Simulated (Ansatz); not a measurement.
# linear Os chain under tension and compression

Does stretching change the magnetism or the channel count of the linear Os chain?

Method: DFT PBE, plane waves, PAW; relaxation of a chain's period, in the first sound run; inputs show where later runs differ, in Ansatz 0.2.0.

## 1. The structure

The cell holds 1 atom: 1 Os. Its edges and angles: a = 7.500 Å, b = 7.500 Å, c = 2.678 Å, α = 90.0°, β = 90.0°, γ = 90.0°. Vacuum lies along a and b. The structure's axis is c.

## 2. The relaxed wire

Band widths follow the bond lengths, so the chain is relaxed first. The atoms and the third cell vector are free; the box across stays fixed as vacuum. Moments are seeded so that a magnetic state can form if it lies lower. A Fermi-Dirac smearing is set since the result may be a metal. The pressure printed is a third of the stress's trace over the whole box, vacuum included; only the stress along the axis is relaxed.

input.yaml

```yaml
crystal:
  lattice:
    - [7.5, 0.0, 0.0]
    - [0.0, 7.5, 0.0]
    - [0.0, 0.0, 2.6784]
  atoms:
    - { symbol: Os, position: [0.5, 0.5, 0.0], spin: 1.5 }
magnetization:
  spin_polarized: true
kpoints:
  mp_grid: { grid: [1, 1, 30] }
scf:
  occupations: { method: fermi_dirac, width: 0.05 }
hamiltonian:
  xc: pbe
relax:
  cell: { fix: [a, b, alpha, beta, gamma] }
  max_steps: 60
```

The run is started by

```console
$ ansatz run input.yaml --threads 4 --pin off --max-ram 8192MiB --backend cpu --events-out ev --progress --plain --runs-dir out
```

Numbers of over 12 decimals in the logs are rounded to 6 here.

The log of the run:

```text
Engine: ansatz 0.2.0, aarch64-unknown-linux-gnu
Pseudopotentials: kind: paw
Pseudopotential: Os, paw, valence charge 16, recommended cutoff 420 eV (normal), Os.paw.azcp
Functional definition: PBE
  parameter kappa = 0.804
  parameter beta = 0.066725
  exchange = pbe_x(kappa = kappa, mu = beta*pi^2/3)
  correlation = pbe_c(beta = beta)
Crystal: 1 atoms, lattice volume = 150.660 Å³
Basis set: ecut = 420 eV, 3009 PW (Γ), exchange–correlation on 108×108×36 points (8 copies of the dense FFT grid, shifted against one another)
Bands: 13, of which v1, the nominal top of the filled ones, is band 8 counted from 1 (7 counted from 0)
Symmetry: 16 space group operations
Space group: P4/mmm (ITA 123), of the structure as read, at distance tolerance 5.3e-5 Å
Magnetic group: BNS 123.339 (UNI 999), of the structure as read, at distance tolerance 5.3e-5 Å
k-points: 16 of 30
Non-local potential: Os, projectors of the file, l = 0: 3, l = 1: 2, l = 2: 2, l = 3: 1
PAW form: soft (Blöchl's): semilocal exchange-correlation on the pseudo side does not see the compensation charge
PAW one-centre angular grid: Os, 590 points (default); XC on 64 Gauss nodes
Initial density: superposition of atomic densities (neutral atoms: chi_scale 0, normalization atom)
Starting moments: Σ|m| = 1.5 μB on 1 of 1 site
Initial wavefunctions: pseudopotential atomic-orbital guess
Functional: x = pbe(κ = 0.804, μ = 0.219515), c = pbe(β = 0.066725)
iter 1 solved again at ethr=9.52e-4 eV; its pass at ethr=3.10e-3 eV (dr2=1.52e-1 eV) is discarded
SCF iter   1: F=—  HF=-11378.372527 eV  |F-HF|=—  |Δ(HF+E_count)|=         —  Δρ=1.26e-2 (↑1.26e-2 ↓1.26e-2)  dr2=1.55e-1  dr2_m=1.95e-1  M=1.804 μB ∫|m|=1.805 μB  β_m=0.30  ethr=9.52e-4  ⟨swp⟩=1.0  Hψ=2948  notcnv=0
Mixer restart at iter 1: flushing history
preconditioner: auto → LDOS  [metal: Δε(μ)=0.020 eV  Ē_g=5.087 eV  σ=0.050 eV  W_gap=0.10  n_scr=20 (ndim 8)  ℏωp=8.6 eV  f_vac=0.656  D(μ)=3.67/eV (n_scr^D=20)]
spin=Collinear: LDOS preconditioning applied to the charge; magnetization (m = ρ↑ − ρ↓) channel mixes plain (no charge-response kernel on spin).
SCF iter   2: F=—  HF=-11378.656697 eV  |F-HF|=—  |Δ(HF+E_count)|=         —  Δρ=1.73e-2 (↑1.28e-2 ↓1.73e-2)  dr2=9.83e-2  dr2_m=2.98e-1  M=2.476 μB ∫|m|=2.478 μB  β_m=1.00  ethr=9.52e-4  ⟨swp⟩=2.1  Hψ=532  notcnv=0
Mixer restart at iter 2: flushing history
SCF iter   3: F=—  HF=-11378.719939 eV  |F-HF|=—  |Δ(HF+E_count)|=   6.32e-2  Δρ=2.18e-3 (↑2.05e-3 ↓2.18e-3)  dr2=1.80e-2  dr2_m=2.17e-3  M=2.495 μB ∫|m|=2.499 μB  β_m=0.30  ethr=3.13e-4  ⟨swp⟩=3.1  Hψ=1038  notcnv=0
SCF iter   4: F=—  HF=-11378.724158 eV  |F-HF|=—  |Δ(HF+E_count)|=   4.22e-3  Δρ=1.74e-3 (↑1.31e-3 ↓1.74e-3)  dr2=8.83e-3  dr2_m=1.32e-3  M=2.525 μB ∫|m|=2.529 μB  β_m=0.55  ethr=1.13e-4  ⟨swp⟩=2.0  Hψ=593  notcnv=0
SCF iter   5: F=—  HF=-11378.732137 eV  |F-HF|=—  |Δ(HF+E_count)|=   7.98e-3  Δρ=1.40e-3 (↑7.99e-4 ↓1.40e-3)  dr2=1.94e-3  dr2_m=1.08e-3  M=2.591 μB ∫|m|=2.594 μB  β_m=0.74  ethr=5.52e-5  ⟨swp⟩=2.2  Hψ=697  notcnv=0  defer=2
SCF iter   6: F=—  HF=-11378.735812 eV  |F-HF|=—  |Δ(HF+E_count)|=   3.67e-3  Δρ=8.50e-4 (↑2.37e-4 ↓8.50e-4)  dr2=2.96e-4  dr2_m=3.33e-4  M=2.639 μB ∫|m|=2.643 μB  β_m=0.89  ethr=1.21e-5  ⟨swp⟩=2.0  Hψ=800  notcnv=0  defer=3
SCF iter   7: F=—  HF=-11378.736778 eV  |F-HF|=—  |Δ(HF+E_count)|=   9.66e-4  Δρ=4.87e-4 (↑8.41e-5 ↓4.87e-4)  dr2=1.20e-4  dr2_m=9.66e-5  M=2.644 μB ∫|m|=2.648 μB  β_m=0.94  ethr=1.85e-6  ⟨swp⟩=2.0  Hψ=813  notcnv=0  defer=3
SCF iter   8: F=—  HF=-11378.737088 eV  |F-HF|=—  |Δ(HF+E_count)|=   3.10e-4  Δρ=1.22e-4 (↑1.22e-4 ↓1.21e-4)  dr2=3.58e-5  dr2_m=1.07e-5  M=2.641 μB ∫|m|=2.645 μB  β_m=0.95  ethr=7.51e-7  ⟨swp⟩=2.0  Hψ=752  notcnv=0  defer=3
SCF iter   9: F=—  HF=-11378.737081 eV  |F-HF|=—  |Δ(HF+E_count)|=   6.82e-6  Δρ=5.22e-5 (↑3.02e-5 ↓5.22e-5)  dr2=3.26e-6  dr2_m=1.49e-6  M=2.640 μB ∫|m|=2.644 μB  β_m=0.97  ethr=2.24e-7  ⟨swp⟩=2.0  Hψ=695  notcnv=0  defer=3
SCF iter  10: F=—  HF=-11378.737080 eV  |F-HF|=—  |Δ(HF+E_count)|=   4.04e-7  Δρ=4.33e-5 (↑1.20e-5 ↓4.33e-5)  dr2=8.16e-7  dr2_m=7.61e-7  M=2.640 μB ∫|m|=2.644 μB  β_m=0.99  ethr=2.04e-8  ⟨swp⟩=2.1  Hψ=682  notcnv=0  defer=3
SCF iter  11: F=—  HF=-11378.737082 eV  |F-HF|=—  |Δ(HF+E_count)|=   1.38e-6  Δρ=1.13e-5 (↑2.28e-6 ↓1.13e-5)  dr2=5.40e-8  dr2_m=4.32e-8  M=2.640 μB ∫|m|=2.644 μB  β_m=0.87  ethr=5.10e-9  ⟨swp⟩=2.0  Hψ=700  notcnv=0  defer=3
SCF iter  12: F=—  HF=-11378.737082 eV  |F-HF|=—  |Δ(HF+E_count)|=   1.52e-8  Δρ=7.26e-6 (↑8.15e-7 ↓7.26e-6)  dr2=2.12e-8  dr2_m=1.83e-8  M=2.640 μB ∫|m|=2.644 μB  β_m=0.93  ethr=3.38e-10  ⟨swp⟩=2.0  Hψ=1366  notcnv=0
SCF iter  13: F=-11378.737082 eV  HF=-11378.737082 eV  |F-HF|=8.88e-10  |Δ(HF+E_count)|=   5.60e-8  Δρ=1.37e-6 (↑7.69e-8 ↓1.37e-6)  dr2=7.79e-10  dr2_m=6.34e-10  M=2.640 μB ∫|m|=2.644 μB  ethr=1.33e-10  ⟨swp⟩=3.7  Hψ=1090  notcnv=0
SCF 1 converged in 13 iterations: F = -11378.737082 eV  dr2 = 7.79e-10
  greatest PAW one-centre occupation: 1.000 electrons in one spin orbital (limit 2), on the Os atom at site 0 (counted from 0), in its partial waves of l = 0
relax step   1: F+E_penalty+E_count = -11378.73708192 eV  Δ(F+E_penalty+E_count) = +0.000e0 eV  max|allowed force component| = 0.000e0 eV/Å  Δτ_max = 0.0000 Å  P = -2.752 GPa  Ω = 150.660 Å³  fix = [a, b, alpha, beta, gamma]  reactions: a -0.156, b -0.156 GPa  (13 SCF iters, dr2 threshold 1.00e-7 eV, accepted)
Crystal: 1 atoms, lattice volume = 143.315 Å³
Basis set: ecut = 420 eV, 2817 PW (Γ), exchange–correlation on 108×108×36 points (8 copies of the dense FFT grid, shifted against one another)
Initial density: handed on by an earlier stage of this run
Starting moments: Σ|m| = 1.5 μB on 1 of 1 site; this step starts from the density that it was given
Initial wavefunctions: those handed on with the density
iter 1 solved again at ethr=3.37e-5 eV; its pass at ethr=3.10e-3 eV (dr2=5.39e-3 eV) is discarded
SCF iter   1: F=—  HF=-11379.103122 eV  |F-HF|=—  |Δ(HF+E_count)|=         —  Δρ=4.92e-3 (↑4.92e-3 ↓3.79e-3)  dr2=5.44e-3  dr2_m=2.20e-2  M=2.328 μB ∫|m|=2.332 μB  β_m=0.30  ethr=3.37e-5  ⟨swp⟩=1.2  Hψ=3027  notcnv=0
preconditioner: auto → LDOS  [metal: Δε(μ)=0.011 eV  Ē_g=5.666 eV  σ=0.050 eV  W_gap=0.05  n_scr=20 (ndim 8)  ℏωp=8.8 eV  f_vac=0.670  D(μ)=2.27/eV (n_scr^D=12)]
spin=Collinear: LDOS preconditioning applied to the charge; magnetization (m = ρ↑ − ρ↓) channel mixes plain (no charge-response kernel on spin).
[...]
relax step   4: F+E_penalty+E_count = -11379.57638001 eV  Δ(F+E_penalty+E_count) = -1.764e-1 eV  max|allowed force component| = 0.000e0 eV/Å  Δτ_max = 0.0000 Å  P = -0.511 GPa  Ω = 128.626 Å³  energy of the carried Pulay correction = +7.494e-4 eV  fix = [a, b, alpha, beta, gamma]  reactions: a -0.150, b -0.150 GPa  (9 SCF iters, dr2 threshold 1.00e-7 eV, accepted)
[...]
relax step   5: F+E_penalty+E_count = -11379.59964557 eV  Δ(F+E_penalty+E_count) = -2.327e-2 eV  max|allowed force component| = 0.000e0 eV/Å  Δτ_max = 0.0000 Å  P = -0.353 GPa  Ω = 126.726 Å³  energy of the carried Pulay correction = +8.208e-4 eV  fix = [a, b, alpha, beta, gamma]  reactions: a -0.145, b -0.145 GPa  (16 SCF iters, dr2 threshold 1.00e-7 eV, accepted)
[...]
relax step   6: F+E_penalty+E_count = -11379.56734345 eV  Δ(F+E_penalty+E_count) = +3.230e-2 eV  max|allowed force component| = 0.000e0 eV/Å  Δτ_max = 0.0000 Å  P = +1.334 GPa  Ω = 123.556 Å³  energy of the carried Pulay correction = +9.425e-4 eV  fix = [a, b, alpha, beta, gamma]  (9 SCF iters, dr2 threshold 1.00e-7 eV, rejected (line search))
[...]
relax step   7: F+E_penalty+E_count = -11379.60096735 eV  Δ(F+E_penalty+E_count) = -1.322e-3 eV  max|allowed force component| = 0.000e0 eV/Å  Δτ_max = 0.0000 Å  P = -0.127 GPa  Ω = 126.244 Å³  energy of the carried Pulay correction = +8.391e-4 eV  fix = [a, b, alpha, beta, gamma]  reactions: a -0.145, b -0.145 GPa  (12 SCF iters, accepted)
[...]
relax step   8: F+E_penalty+E_count = -11379.60098779 eV  Δ(F+E_penalty+E_count) = -2.044e-5 eV  max|allowed force component| = 0.000e0 eV/Å  Δτ_max = 0.0000 Å  P = -0.096 GPa  Ω = 126.179 Å³  energy of the carried Pulay correction = +8.415e-4 eV  fix = [a, b, alpha, beta, gamma]  reactions: a -0.145, b -0.145 GPa  (7 SCF iters, dr2 threshold 2.08e-8 eV, accepted)
Basis set: ecut = 420 eV, 2463 PW (Γ), exchange–correlation on 108×108×30 points (8 copies of the dense FFT grid, shifted against one another)
Initial wavefunctions: pseudopotential atomic-orbital guess (no wavefunctions were taken with the density)
iter 1 solved again at ethr=8.25e-8 eV; its pass at ethr=3.10e-3 eV (dr2=1.32e-5 eV) is discarded
SCF iter   1: F=—  HF=-11379.599816 eV  |F-HF|=—  |Δ(HF+E_count)|=         —  Δρ=9.45e-5 (↑9.45e-5 ↓9.45e-5)  dr2=7.45e-6  dr2_m=3.18e-12  M=0.000 μB ∫|m|=0.000 μB  β_m=0.65  ethr=8.25e-8  ⟨swp⟩=3.8  Hψ=3688  notcnv=0
preconditioner: auto → Resta (q_TF=auto, 1.934 Å⁻¹)  ε∞=2.9  [insulator: Δε(μ)=0.148 eV  Ē_g=6.764 eV  σ=0.050 eV  W_gap=0.63  n_scr=20 (ndim 8)  ℏωp=9.3 eV  f_vac=0.674  D(μ)=2.40/eV (n_scr^D=12)  ε∞_Penn≈2.9  vacuum switching on, ρ_ref=3.3e-3 e/Å³]
spin=Collinear: Resta preconditioning applied to the charge; magnetization (m = ρ↑ − ρ↓) channel mixes plain (no charge-response kernel on spin).
SCF iter   2: F=—  HF=-11379.599820 eV  |F-HF|=—  |Δ(HF+E_count)|=   4.78e-6  Δρ=3.44e-5 (↑3.44e-5 ↓3.43e-5)  dr2=1.04e-6  dr2_m=1.54e-12  M=0.000 μB ∫|m|=0.000 μB  β_m=0.54  ethr=4.66e-8  ⟨swp⟩=2.7  Hψ=682  notcnv=0
SCF iter   3: F=—  HF=-11379.599822 eV  |F-HF|=—  |Δ(HF+E_count)|=   1.92e-6  Δρ=1.60e-5 (↑1.60e-5 ↓1.60e-5)  dr2=2.42e-7  dr2_m=1.13e-12  M=0.000 μB ∫|m|=0.000 μB  β_m=0.77  ethr=6.52e-9  ⟨swp⟩=2.3  Hψ=526  notcnv=0
SCF iter   4: F=—  HF=-11379.599823 eV  |F-HF|=—  |Δ(HF+E_count)|=   1.06e-6  Δρ=1.80e-6 (↑1.80e-6 ↓1.77e-6)  dr2=2.52e-8  dr2_m=5.23e-13  M=0.000 μB ∫|m|=0.000 μB  β_m=0.89  ethr=1.51e-9  ⟨swp⟩=2.0  Hψ=546  notcnv=0
SCF iter   5: F=—  HF=-11379.599823 eV  |F-HF|=—  |Δ(HF+E_count)|=   7.09e-8  Δρ=2.00e-7 (↑2.00e-7 ↓1.98e-7)  dr2=1.97e-10  dr2_m=1.34e-13  M=0.000 μB ∫|m|=0.000 μB  β_m=0.94  ethr=1.58e-10  ⟨swp⟩=2.9  Hψ=704  notcnv=0
SCF iter   6: F=—  HF=-11379.599823 eV  |F-HF|=—  |Δ(HF+E_count)|=   9.46e-9  Δρ=9.24e-8 (↑8.09e-8 ↓9.24e-8)  dr2=3.95e-11  dr2_m=7.22e-14  M=0.000 μB ∫|m|=0.000 μB  β_m=0.97  ethr=1.23e-12  ⟨swp⟩=2.1  Hψ=556  notcnv=0
SCF iter   7: F=—  HF=-11379.599823 eV  |F-HF|=—  |Δ(HF+E_count)|=  1.42e-10  Δρ=1.39e-8 (↑8.32e-9 ↓1.39e-8)  dr2=6.03e-13  dr2_m=2.94e-14  M=0.000 μB ∫|m|=0.000 μB  β_m=0.99  ethr=1.00e-12  ⟨swp⟩=2.3  Hψ=530  notcnv=0
SCF iter   8: F=-11379.599823 eV  HF=-11379.599823 eV  |F-HF|=7.28e-12  |Δ(HF+E_count)|=  1.09e-11  Δρ=2.83e-9 (↑2.83e-9 ↓1.39e-9)  dr2=7.05e-15  dr2_m=2.52e-15  M=0.000 μB ∫|m|=0.000 μB  ethr=1.00e-12  ⟨swp⟩=3.6  Hψ=1404  notcnv=0
the starting moments were not kept: the SCF closed with an absolute magnetisation of 4.1e-7 μB, where they sum to 1.5 μB in size (1 site). That is at most 0.1 of that sum. Measured as dr2_m measures the in/out step, that magnetisation stands 5.4e-14 eV from none, at or under the dr2_threshold of 1.0e-11 eV: it is no larger than a step whose dr2_m would equal this threshold.
SCF 9 converged in 8 iterations: F = -11379.599823 eV  dr2 = 7.05e-15
relax step   9: F+E_penalty+E_count = -11379.59982341 eV  Δ(F+E_penalty+E_count) = +1.164e-3 eV  max|allowed force component| = 0.000e0 eV/Å  Δτ_max = 0.0000 Å  P = -0.096 GPa  Ω = 126.179 Å³  fix = [a, b, alpha, beta, gamma]  reactions: a -0.144, b -0.144 GPa  stress off target by 1.25e-3 GPa on what of the cell is left free  SCF on the basis re-selected at this cell (its energy is not comparable with the rows above)  (8 SCF iters)
basis re-selected at this cell: Δ(F+E_penalty+E_count) = +1.164e-3 eV, ΔP = -0.001 GPa vs the last step (what re-selecting the basis moved, of the pressure what is left beyond the Pulay correction that the steps carried, after the strain that the cell walked since its last selection, with what the two solves' SCF thresholds leave and, on support functions, any second-order correction that the steps lacked; it is no measure of the basis error at this ecutwfc). The dense FFT grid was sized anew with the basis: this SCF ran on 54×54×15 points, the steps before it on 54×54×18, so part of this shift can come from that change (see relax.cell in the input reference). [rest of the remark cut]
SCF converged after 8 iterations
Magnetization: 0.0000 μB (8.0000 up, 8.0000 down)
Absolute magnetization: 0.0000 μB (∫|ρ↑−ρ↓|, with the PAW one-centre terms)
Spin contamination: 0.0000 ħ² per cell (⟨S²⟩ above its minimum at these occupations)
Per-site moments (μB) at R_I (Å): [(2.658364027771176e-7, 0.925311)]
Free energy (F): -11379.599823 eV
Harris-Foulkes:  -11379.599823 eV  (|F-HF|=7.28e-12)
Internal energy: -11379.579400 eV  (E = F + TS)
E sigma→0 (E₀):  -11379.589612 eV
Entropy (-TS):   -0.020424 eV (-20.424 meV/atom)
Fermi energy:    -1.917093 eV
--- Per-component energies (eV) ---
  E_band       = -489.645845
  E_kinetic    = 561.054697
  E_local      = -4048.185800  (includes V_loc(G=0)·N_el)
  E_nonlocal   = 0.079251
  E_hartree    = 1742.766520
  E_xc         = -262.296664
  E_vxc        = -277.835237  (∫ρ·V_xc dr)
  E_paw        = -9012.357903  (= ΣΔE_a)
  E_vpaw       = -210.291730  (= ΣTr[D̂ρ^β])
  E_aug_tail   = -0.000070  (compensation charges beyond the density's cutoff)
  E_ewald      = -360.639430
  E_smearing   = -0.020424  (= −TS)
  E_closure    = -0.000000  (closes the sum)
  Σ components = -11379.599823   (vs F -11379.599823, Δ=0.00e0)
--- Forces (eV/Å), atoms counted from 1 ---
  atom   1  Os     0.00000000    -0.00000000     0.00000000
  max |Σ_I F_I| component: 2.52e-29 eV/Å
--- Stress (GPa, compression-positive) ---
       -0.143900       0.000000       0.000000
        0.000000      -0.143900       0.000000
        0.000000       0.000000      -0.001249
  P = ⅓ Tr σ = -0.0963 GPa (-0.963 kbar)
--- Relaxed structure (8 steps of the walk, 7 accepted, 1 SCFs on fresh bases) ---
  F+E_penalty+E_count = -11379.59982341 eV   max|allowed force component| = 0.000e0 eV/Å   (the final SCF, on the basis selected at the relaxed cell)
  cell:  # Å, volume = 126.1787 Å³
    - [7.5, 0.0, 0.0]
    - [0.0, 7.5, 0.0]
    - [0.0, 0.0, 2.243177]
  atoms:
    - { symbol: Os, position: [0.5, 0.5, 0.0] }
```

Elapsed: 13 s, on 4 threads of Arm Neoverse V2, shared host; peak memory 0.41 GiB; 47 s of CPU time.

Relaxation path:

| step | energy less that of the first step (eV) | largest force component (eV/Å) | pressure (GPa) | volume (Å³) |
| --- | --- | --- | --- | --- |
| 1 | 0.0000 | 0.0000 | -2.75 | 150.66 |
| 2 | -0.3618 | 0.0000 | -2.48 | 143.32 |
| 3 | -0.6629 | 0.0000 | -2.10 | 135.97 |
| 4 | -0.8393 | 0.0000 | -0.51 | 128.63 |
| 5 | -0.8626 | 0.0000 | -0.35 | 126.73 |
| 6 | -0.8303 | 0.0000 | 1.33 | 123.56 |
| 7 | -0.8639 | 0.0000 | -0.13 | 126.24 |
| 8 | -0.8639 | 0.0000 | -0.10 | 126.18 |
| 9* | -0.8627 | 0.0000 | -0.10 | 126.18 |

Relaxation steps marked * repeat the geometry before them on a plane-wave basis chosen anew for their cell, so energy and pressure can jump there. Relaxation step 6 was tried and not accepted.

| cell as run | before | after | change |
| --- | --- | --- | --- |
| c (Å) | 2.678 | 2.243 | -16.2 % |

Final coordinates:

```xyz
1
Lattice="7.5000 0.0000 0.0000 0.0000 7.5000 0.0000 0.0000 0.0000 2.2432" Properties=species:S:1:pos:R:3
Os    3.7500    3.7500    0.0000
```

This step gave:

* energy at zero smearing: -11379.5896 eV
* cell length along the wire: 2.243 Å

The cell's length comes to 2.243 Å with no moment. That is -16 % against the start, more than a small adjustment.

The cell shrank by 16.2 % in its periodic edges.

(Continued in part 2 of 3.)

[Logs are printed without paths, hosts, clocks, repeated set-up lines and the standing remarks that a program may print on its own settings, such as how far it seeks lower states.]

[Hosts, paths, dates, database ids (printed as entryN), source tags and the programs' standing remarks are cut or masked in the printed files.]
